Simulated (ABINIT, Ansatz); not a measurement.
# HfCdS3 (Pm-3m): zone-centre phonons, part 3 of 5

Aim: the zone-centre modes of HfCdS3 (Pm-3m).

ABINIT 10.8.3; DFT PBE, scalar-relativistic, plane waves, SPMS norm-conserving pseudopotentials.

So far. Step 4 (Linear response at Γ): The acoustic modes at Γ come out as far as 7.9 cm⁻¹ from zero, where they should vanish, a small numerical error. The lowest optical mode is imaginary, 123i cm⁻¹, an instability at this level and on this k mesh. The relaxed cell has a = 4.954 Å (conventional setting).

The structure was built from a prototype and need not be the compound's stable phase.

## Step 5: Zone-centre analysis

anaddb reads the merged derivatives and imposes the acoustic sum rule.

Input file anaddb.abi:

```
ddb_filepath "gamma_DDB"
output_file "anaddb.abo"
outdata_prefix "anaddb"
asr 1
chneut 1
enunit 2
eivec 1
nph1l 1
qph1l 0.0 0.0 0.0 1.0
```

Input file mrgddb.in:

```
gamma_DDB
merged
2
dfpt_gammao_DDB
gso_DDB
```

The run is started by

```sh
> mrgddb < mrgddb.in > mrgddb.log
> OMP_NUM_THREADS=1 anaddb anaddb.abi > anaddb.log
```

anaddb.abo, the main output file:

```text
-outvars_anaddb: echo values of input variables ----------------------

 Miscellaneous information :
      enunit         2
       eivec         1
         asr         1
 First list of wavevector (reduced coord.) :
       nph1l         1
       qph1l
                     0.00000000E+00  0.00000000E+00  0.00000000E+00    1.000E+00

================================================================================

 read the DDB information and perform some checks

  ==== Info on the Cryst% object ====
 Real(R)+Recip(G) space primitive vectors, cartesian coordinates (Bohr,Bohr^-1):
 R(1)=  9.3620227  0.0000000  0.0000000  G(1)=  0.1068145  0.0000000  0.0000000
 R(2)=  0.0000000  9.3620227  0.0000000  G(2)=  0.0000000  0.1068145  0.0000000
 R(3)=  0.0000000  0.0000000  9.3620227  G(3)=  0.0000000  0.0000000  0.1068145
 Unit cell volume ucvol=  8.2055759E+02 bohr^3
 Angles (23,13,12)=  9.00000000E+01  9.00000000E+01  9.00000000E+01 degrees
 Time-reversal symmetry is present
 Reduced atomic positions [iatom, xred, symbol]:
    1)    0.0000000  0.0000000  0.0000000  Cd
    2)    0.5000000  0.5000000  0.5000000  Hf
    3)    0.5000000  0.5000000  0.0000000   S
    4)    0.5000000  0.0000000  0.5000000   S
    5)    0.0000000  0.5000000  0.5000000   S

 DDB file with 3 blocks has been read.

================================================================================

 Treat the first list of vectors

  Phonon wavevector (reduced coordinates) :  0.00000  0.00000  0.00000
 Phonon energies in Hartree :
  -5.627069E-04 -5.627069E-04 -5.627069E-04 -4.631958E-04 -4.631958E-04
  -4.631958E-04 -1.180722E-04 -1.180722E-04 -1.180722E-04  1.210661E-08
   1.229394E-08  1.283961E-08  1.514261E-03  1.514261E-03  1.514261E-03
 Phonon energies in meV     :
- -1.531203E+01 -1.531203E+01 -1.531203E+01 -1.260420E+01 -1.260420E+01
- -1.260420E+01 -3.212908E+00 -3.212908E+00 -3.212908E+00  3.294376E-04
-  3.345351E-04  3.493835E-04  4.120515E+01  4.120515E+01  4.120515E+01
 Phonon frequencies in cm-1    :
- -1.234999E+02 -1.234999E+02 -1.234999E+02 -1.016597E+02 -1.016597E+02
- -1.016597E+02 -2.591385E+01 -2.591385E+01 -2.591385E+01  2.657093E-03
-  2.698208E-03  2.817968E-03  3.323420E+02  3.323420E+02  3.323420E+02
 Phonon frequencies in Thz     :
- -3.702433E+00 -3.702433E+00 -3.702433E+00 -3.047682E+00 -3.047682E+00
- -3.047682E+00 -7.768777E-01 -7.768777E-01 -7.768777E-01  7.965765E-05
-  8.089024E-05  8.448056E-05  9.963362E+00  9.963362E+00  9.963362E+00
 Phonon energies in Kelvin  :
- -1.776888E+02 -1.776888E+02 -1.776888E+02 -1.462657E+02 -1.462657E+02
- -1.462657E+02 -3.728425E+01 -3.728425E+01 -3.728425E+01  3.822964E-03
-  3.882119E-03  4.054427E-03  4.781660E+02  4.781660E+02  4.781660E+02

 Eigendisplacements
 (will be given, for each mode : in cartesian coordinates
   for each atom the real part of the displacement vector,
   then the imaginary part of the displacement vector - absolute values smaller than 1.0d-7 are set to zero)
  Mode number    1   Energy   -5.627069E-04
 Attention : low frequency mode.
   (Could be unstable or acoustic mode)
-  1  0.00000000E+00  0.00000000E+00  0.00000000E+00
-     0.00000000E+00  0.00000000E+00  0.00000000E+00
-  2  0.00000000E+00  0.00000000E+00  0.00000000E+00
-     0.00000000E+00  0.00000000E+00  0.00000000E+00
-  3  0.00000000E+00  0.00000000E+00  0.00000000E+00
-     0.00000000E+00  0.00000000E+00  0.00000000E+00
-  4  0.00000000E+00  0.00000000E+00 -2.92470830E-03
-     0.00000000E+00  0.00000000E+00  0.00000000E+00
-  5  0.00000000E+00  0.00000000E+00  2.92470830E-03
-     0.00000000E+00  0.00000000E+00  0.00000000E+00
  Mode number    2   Energy   -5.627069E-04
 Attention : low frequency mode.
   (Could be unstable or acoustic mode)
-  1  0.00000000E+00  0.00000000E+00  0.00000000E+00
-     0.00000000E+00  0.00000000E+00  0.00000000E+00
-  2  0.00000000E+00  0.00000000E+00  0.00000000E+00
-     0.00000000E+00  0.00000000E+00  0.00000000E+00
-  3  0.00000000E+00  2.92470830E-03  0.00000000E+00
-     0.00000000E+00  0.00000000E+00  0.00000000E+00
-  4  0.00000000E+00  0.00000000E+00  0.00000000E+00
-     0.00000000E+00  0.00000000E+00  0.00000000E+00
-  5  0.00000000E+00 -2.92470830E-03  0.00000000E+00
-     0.00000000E+00  0.00000000E+00  0.00000000E+00
  Mode number    3   Energy   -5.627069E-04
 Attention : low frequency mode.
   (Could be unstable or acoustic mode)
-  1  0.00000000E+00  0.00000000E+00  0.00000000E+00
-     0.00000000E+00  0.00000000E+00  0.00000000E+00
-  2  0.00000000E+00  0.00000000E+00  0.00000000E+00
-     0.00000000E+00  0.00000000E+00  0.00000000E+00
-  3  2.92470830E-03  0.00000000E+00  0.00000000E+00
-     0.00000000E+00  0.00000000E+00  0.00000000E+00
-  4 -2.92470830E-03  0.00000000E+00  0.00000000E+00
-     0.00000000E+00  0.00000000E+00  0.00000000E+00
-  5  0.00000000E+00  0.00000000E+00  0.00000000E+00
-     0.00000000E+00  0.00000000E+00  0.00000000E+00
  Mode number    4   Energy   -4.631958E-04
 Attention : low frequency mode.
   (Could be unstable or acoustic mode)
-  1  0.00000000E+00  0.00000000E+00 -1.24784884E-03
-     0.00000000E+00  0.00000000E+00  0.00000000E+00
-  2  0.00000000E+00  0.00000000E+00 -2.00197144E-04
-     0.00000000E+00  0.00000000E+00  0.00000000E+00
-  3  0.00000000E+00  0.00000000E+00  8.69400945E-04
-     0.00000000E+00  0.00000000E+00  0.00000000E+00
-  4  0.00000000E+00  0.00000000E+00  2.30978380E-03
-     0.00000000E+00  0.00000000E+00  0.00000000E+00
-  5  0.00000000E+00  0.00000000E+00  2.30978380E-03
-     0.00000000E+00  0.00000000E+00  0.00000000E+00
  Mode number    5   Energy   -4.631958E-04
 Attention : low frequency mode.
   (Could be unstable or acoustic mode)
-  1  0.00000000E+00  1.24784884E-03  0.00000000E+00
-     0.00000000E+00  0.00000000E+00  0.00000000E+00
-  2  0.00000000E+00  2.00197144E-04  0.00000000E+00
-     0.00000000E+00  0.00000000E+00  0.00000000E+00
-  3  0.00000000E+00 -2.30978380E-03  0.00000000E+00
-     0.00000000E+00  0.00000000E+00  0.00000000E+00
-  4  0.00000000E+00 -8.69400945E-04  0.00000000E+00
-     0.00000000E+00  0.00000000E+00  0.00000000E+00
-  5  0.00000000E+00 -2.30978380E-03  0.00000000E+00
-     0.00000000E+00  0.00000000E+00  0.00000000E+00
  Mode number    6   Energy   -4.631958E-04
 Attention : low frequency mode.
   (Could be unstable or acoustic mode)
-  1  1.24784884E-03  0.00000000E+00  0.00000000E+00
-     0.00000000E+00  0.00000000E+00  0.00000000E+00
-  2  2.00197144E-04  0.00000000E+00  0.00000000E+00
-     0.00000000E+00  0.00000000E+00  0.00000000E+00
-  3 -2.30978380E-03  0.00000000E+00  0.00000000E+00
-     0.00000000E+00  0.00000000E+00  0.00000000E+00
-  4 -2.30978380E-03  0.00000000E+00  0.00000000E+00
-     0.00000000E+00  0.00000000E+00  0.00000000E+00
-  5 -8.69400945E-04  0.00000000E+00  0.00000000E+00
-     0.00000000E+00  0.00000000E+00  0.00000000E+00
  Mode number    7   Energy   -1.180722E-04
 Attention : low frequency mode.
   (Could be unstable or acoustic mode)
-  1  0.00000000E+00  0.00000000E+00 -1.38061043E-03
-     0.00000000E+00  0.00000000E+00  0.00000000E+00
-  2  0.00000000E+00  0.00000000E+00  1.20563456E-03
-     0.00000000E+00  0.00000000E+00  0.00000000E+00
-  3  0.00000000E+00  0.00000000E+00  2.57613833E-04
-     0.00000000E+00  0.00000000E+00  0.00000000E+00
-  4  0.00000000E+00  0.00000000E+00 -1.06501331E-03
-     0.00000000E+00  0.00000000E+00  0.00000000E+00
-  5  0.00000000E+00  0.00000000E+00 -1.06501331E-03
-     0.00000000E+00  0.00000000E+00  0.00000000E+00
  Mode number    8   Energy   -1.180722E-04
 Attention : low frequency mode.
   (Could be unstable or acoustic mode)
-  1  0.00000000E+00 -1.38061043E-03  0.00000000E+00
-     0.00000000E+00  0.00000000E+00  0.00000000E+00
-  2  0.00000000E+00  1.20563456E-03  0.00000000E+00
-     0.00000000E+00  0.00000000E+00  0.00000000E+00
-  3  0.00000000E+00 -1.06501331E-03  0.00000000E+00
-     0.00000000E+00  0.00000000E+00  0.00000000E+00
-  4  0.00000000E+00  2.57613833E-04  0.00000000E+00
-     0.00000000E+00  0.00000000E+00  0.00000000E+00
-  5  0.00000000E+00 -1.06501331E-03  0.00000000E+00
-     0.00000000E+00  0.00000000E+00  0.00000000E+00
  Mode number    9   Energy   -1.180722E-04
 Attention : low frequency mode.
   (Could be unstable or acoustic mode)
-  1  1.38061044E-03  0.00000000E+00  0.00000000E+00
-     0.00000000E+00  0.00000000E+00  0.00000000E+00
-  2 -1.20563456E-03  0.00000000E+00  0.00000000E+00
-     0.00000000E+00  0.00000000E+00  0.00000000E+00
-  3  1.06501331E-03  0.00000000E+00  0.00000000E+00
-     0.00000000E+00  0.00000000E+00  0.00000000E+00
-  4  1.06501331E-03  0.00000000E+00  0.00000000E+00
-     0.00000000E+00  0.00000000E+00  0.00000000E+00
-  5 -2.57613833E-04  0.00000000E+00  0.00000000E+00
-     0.00000000E+00  0.00000000E+00  0.00000000E+00
  Mode number   10   Energy    1.210661E-08
 Attention : low frequency mode.
   (Could be unstable or acoustic mode)
-  1  0.00000000E+00  0.00000000E+00  1.19032663E-03
-     0.00000000E+00  0.00000000E+00  0.00000000E+00
-  2  0.00000000E+00  0.00000000E+00  1.19055806E-03
-     0.00000000E+00  0.00000000E+00  0.00000000E+00
-  3  0.00000000E+00  0.00000000E+00  1.19045809E-03
-     0.00000000E+00  0.00000000E+00  0.00000000E+00
-  4  0.00000000E+00  0.00000000E+00  1.19032444E-03
-     0.00000000E+00  0.00000000E+00  0.00000000E+00
-  5  0.00000000E+00  0.00000000E+00  1.19032444E-03
-     0.00000000E+00  0.00000000E+00  0.00000000E+00
  Mode number   11   Energy    1.229394E-08
 Attention : low frequency mode.
   (Could be unstable or acoustic mode)
-  1  0.00000000E+00  1.19032663E-03  0.00000000E+00
-     0.00000000E+00  0.00000000E+00  0.00000000E+00
-  2  0.00000000E+00  1.19055806E-03  0.00000000E+00
-     0.00000000E+00  0.00000000E+00  0.00000000E+00
-  3  0.00000000E+00  1.19032444E-03  0.00000000E+00
-     0.00000000E+00  0.00000000E+00  0.00000000E+00
-  4  0.00000000E+00  1.19045809E-03  0.00000000E+00
-     0.00000000E+00  0.00000000E+00  0.00000000E+00
-  5  0.00000000E+00  1.19032444E-03  0.00000000E+00
-     0.00000000E+00  0.00000000E+00  0.00000000E+00
  Mode number   12   Energy    1.283961E-08
 Attention : low frequency mode.
   (Could be unstable or acoustic mode)
-  1  1.19032663E-03  0.00000000E+00  0.00000000E+00
-     0.00000000E+00  0.00000000E+00  0.00000000E+00
-  2  1.19055806E-03  0.00000000E+00  0.00000000E+00
-     0.00000000E+00  0.00000000E+00  0.00000000E+00
-  3  1.19032444E-03  0.00000000E+00  0.00000000E+00
-     0.00000000E+00  0.00000000E+00  0.00000000E+00
-  4  1.19032444E-03  0.00000000E+00  0.00000000E+00
-     0.00000000E+00  0.00000000E+00  0.00000000E+00
-  5  1.19045809E-03  0.00000000E+00  0.00000000E+00
-     0.00000000E+00  0.00000000E+00  0.00000000E+00
  Mode number   13   Energy    1.514261E-03
-  1  0.00000000E+00  0.00000000E+00  6.09740320E-06
-     0.00000000E+00  0.00000000E+00  0.00000000E+00
-  2  0.00000000E+00  0.00000000E+00 -4.02972597E-04
-     0.00000000E+00  0.00000000E+00  0.00000000E+00
-  3  0.00000000E+00  0.00000000E+00  3.85595953E-03
-     0.00000000E+00  0.00000000E+00  0.00000000E+00
-  4  0.00000000E+00  0.00000000E+00 -8.17124090E-04
-     0.00000000E+00  0.00000000E+00  0.00000000E+00
-  5  0.00000000E+00  0.00000000E+00 -8.17124090E-04
-     0.00000000E+00  0.00000000E+00  0.00000000E+00
  Mode number   14   Energy    1.514261E-03
-  1  0.00000000E+00  6.09740320E-06  0.00000000E+00
-     0.00000000E+00  0.00000000E+00  0.00000000E+00
-  2  0.00000000E+00 -4.02972597E-04  0.00000000E+00
-     0.00000000E+00  0.00000000E+00  0.00000000E+00
-  3  0.00000000E+00 -8.17124090E-04  0.00000000E+00
-     0.00000000E+00  0.00000000E+00  0.00000000E+00
-  4  0.00000000E+00  3.85595953E-03  0.00000000E+00
-     0.00000000E+00  0.00000000E+00  0.00000000E+00
-  5  0.00000000E+00 -8.17124090E-04  0.00000000E+00
-     0.00000000E+00  0.00000000E+00  0.00000000E+00
  Mode number   15   Energy    1.514261E-03
-  1  6.09740320E-06  0.00000000E+00  0.00000000E+00
-     0.00000000E+00  0.00000000E+00  0.00000000E+00
-  2 -4.02972597E-04  0.00000000E+00  0.00000000E+00
-     0.00000000E+00  0.00000000E+00  0.00000000E+00
-  3 -8.17124090E-04  0.00000000E+00  0.00000000E+00
-     0.00000000E+00  0.00000000E+00  0.00000000E+00
-  4 -8.17124090E-04  0.00000000E+00  0.00000000E+00
-     0.00000000E+00  0.00000000E+00  0.00000000E+00
-  5  3.85595953E-03  0.00000000E+00  0.00000000E+00
-     0.00000000E+00  0.00000000E+00  0.00000000E+00

 Analysis of degeneracies and characters (maximum tolerance=1.00E-06 a.u.)
 For each vibration mode, or group of modes if degenerate,
 the characters are given for each symmetry operation (see the list in the log file).
 Symmetry characters of vibration mode #   1
       degenerate with vibration modes #   2 to    3
  3.0 -3.0 -1.0  1.0 -1.0  1.0 -1.0  1.0 -1.0  1.0  1.0 -1.0 -1.0  1.0  1.0 -1.0
  0.0 -0.0 -0.0  0.0  0.0 -0.0 -0.0  0.0 -1.0  1.0  1.0 -1.0  1.0 -1.0 -1.0  1.0
  0.0 -0.0  0.0 -0.0 -0.0  0.0 -0.0  0.0 -1.0  1.0 -1.0  1.0  1.0 -1.0  1.0 -1.0
 Symmetry characters of vibration mode #   4
       degenerate with vibration modes #   5 to    6
  3.0 -3.0 -1.0  1.0 -1.0  1.0 -1.0  1.0  1.0 -1.0 -1.0  1.0  1.0 -1.0 -1.0  1.0
 -0.0  0.0 -0.0  0.0  0.0 -0.0  0.0 -0.0  1.0 -1.0 -1.0  1.0 -1.0  1.0  1.0 -1.0
 -0.0  0.0  0.0 -0.0  0.0 -0.0 -0.0  0.0  1.0 -1.0  1.0 -1.0 -1.0  1.0 -1.0  1.0
 Symmetry characters of vibration mode #   7
       degenerate with vibration modes #   8 to    9
  3.0 -3.0 -1.0  1.0 -1.0  1.0 -1.0  1.0  1.0 -1.0 -1.0  1.0  1.0 -1.0 -1.0  1.0
 -0.0  0.0 -0.0  0.0  0.0 -0.0  0.0 -0.0  1.0 -1.0 -1.0  1.0 -1.0  1.0  1.0 -1.0
 -0.0  0.0  0.0 -0.0  0.0 -0.0 -0.0  0.0  1.0 -1.0  1.0 -1.0 -1.0  1.0 -1.0  1.0
 Symmetry characters of vibration mode #  10
       degenerate with vibration modes #  11 to   12
  3.0 -3.0 -1.0  1.0 -1.0  1.0 -1.0  1.0  1.0 -1.0 -1.0  1.0  1.0 -1.0 -1.0  1.0
  0.0 -0.0 -0.0  0.0  0.0 -0.0 -0.0  0.0  1.0 -1.0 -1.0  1.0 -1.0  1.0  1.0 -1.0
  0.0 -0.0  0.0 -0.0 -0.0  0.0 -0.0  0.0  1.0 -1.0  1.0 -1.0 -1.0  1.0 -1.0  1.0
 Symmetry characters of vibration mode #  13
       degenerate with vibration modes #  14 to   15
  3.0 -3.0 -1.0  1.0 -1.0  1.0 -1.0  1.0  1.0 -1.0 -1.0  1.0  1.0 -1.0 -1.0  1.0
 -0.0  0.0 -0.0  0.0  0.0 -0.0  0.0 -0.0  1.0 -1.0 -1.0  1.0 -1.0  1.0  1.0 -1.0
 -0.0  0.0  0.0 -0.0  0.0 -0.0 -0.0  0.0  1.0 -1.0  1.0 -1.0 -1.0  1.0 -1.0  1.0
-
```

Wall time 0.68 s (1 thread of Intel Xeon 6975P-C (Granite Rapids), shared host).

Read from the output:

```
lowest optical zone-centre mode : -123.5 cm⁻¹
```

No LO-TO term; unit eigenvectors of the mass-weighted matrix, from anaddb's displacements. Modes at Γ, with each element's share of the kinetic energy (negative means imaginary):

| mode | frequency (cm⁻¹) | symmetry | Cd % | Hf % | S % |
| --- | --- | --- | --- | --- | --- |
| 1 | -123.5 | T2u | 0 | 0 | 100 |
| 2 | -123.5 | T2u | 0 | 0 | 100 |
| 3 | -123.5 | T2u | 0 | 0 | 100 |
| 4 | -101.7 | T1u | 32 | 1 | 67 |
| 5 | -101.7 | T1u | 32 | 1 | 67 |
| 6 | -101.7 | T1u | 32 | 1 | 67 |
| 7 | -25.9 | T1u | 39 | 47 | 14 |
| 8 | -25.9 | T1u | 39 | 47 | 14 |
| 9 | -25.9 | T1u | 39 | 47 | 14 |
| 10 | 0.0 | acoustic | 29 | 46 | 25 |
| 11 | 0.0 | acoustic | 29 | 46 | 25 |
| 12 | 0.0 | acoustic | 29 | 46 | 25 |
| 13 | 332.3 | T1u | 0 | 5 | 95 |
| 14 | 332.3 | T1u | 0 | 5 | 95 |
| 15 | 332.3 | T1u | 0 | 5 | 95 |

Displacements in mode 1 (-123.5 cm⁻¹), the largest set to 1:
```
Cd1  0.00  0.00  0.00
Hf2  0.00  0.00  0.00
S3   0.00  0.00  0.00
S4   0.00  0.00 -1.00
S5   0.00  0.00  1.00
```

Displacements in mode 7 (-25.9 cm⁻¹), the largest set to 1:
```
Cd1  0.00  0.00 -1.00
Hf2  0.00  0.00  0.87
S3   0.00  0.00  0.19
S4   0.00  0.00 -0.77
S5   0.00  0.00 -0.77
```

The rule also moves an optical mode by 2.0 cm⁻¹.

[end of part 3 of 5]

[Host names and launcher messages were left out of these logs when they were recorded.]

[Logs are printed without paths, hosts, clocks, repeated set-up lines and the standing remarks that a program may print on its own settings, such as how far it seeks lower states.]

[Hosts, paths, dates, database ids (printed as entryN), source tags and the programs' standing remarks are cut or masked in the printed files.]
